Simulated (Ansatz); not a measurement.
Consider CaAuO3 (cubic perovskite) (Pm-3m).

The structure was built from a prototype and need not be the compound's stable phase.

```cif
data_structure
_symmetry_space_group_name_H-M 'P 1'
_symmetry_Int_Tables_number 1
_cell_length_a 3.9611
_cell_length_b 3.9611
_cell_length_c 3.9611
_cell_angle_alpha 90.000
_cell_angle_beta 90.000
_cell_angle_gamma 90.000
_cell_volume 62.15
loop_
_atom_site_label
_atom_site_type_symbol
_atom_site_fract_x
_atom_site_fract_y
_atom_site_fract_z
_atom_site_occupancy
Ca1 Ca 0.00000 0.00000 0.00000 1
Au2 Au 0.50000 0.50000 0.50000 1
O3 O 0.50000 0.50000 0.00000 1
O4 O 0.50000 0.00000 0.50000 1
O5 O 0.00000 0.50000 0.50000 1
```

The structure was relaxed with LDA. The structure type comes from a generator and need not be one that this composition takes. The structure was generated from a model, not taken from a measurement. The runs that relaxed it are not among those shown. The program's search for lower electronic states was switched off, so nothing shows that the state found is the lowest. Spin-orbit coupling is left out unless a run names it. PAW set soft_2, made with PBE.

A constrained-RPA run (Ansatz 0.2.0; non-magnetic LDA; Au d + anion p, bands v13 to c1, 4×4×4 mesh, medium accuracy) builds 14 functions on bands 13 eV wide, with 25.0 electrons in the window. The bare on-site interaction is 17.3 eV and the bare J 0.70 eV.

Question: Estimate U, U′ and J.

On the Au d shell, U = 7.49 eV (43 % of the bare value), U′ = 6.42 eV, J = 0.53 eV.

The parent state is non-magnetic and the interaction static (zero frequency); U depends on the window and the orbitals, so it belongs to this model alone. Spin-orbit coupling, which is strong for atoms this heavy, is left out. A window that holds the anion p bands defines a model with explicit ligands; its U belongs to that model and is not the U of DFT+U.

[Paths, hosts, dates, memory and timing lines, banners, echoed tables and standing remarks are left out of the program output.]

[Logs are printed without paths, hosts, clocks, repeated set-up lines and the standing remarks that a program may print on its own settings, such as how far it seeks lower states.]

[Runs of the session that timed out or met a known fault of the program may be left out.]

[Hosts, paths, dates, database ids (printed as entryN), source tags and the programs' standing remarks are cut or masked in the printed files.]
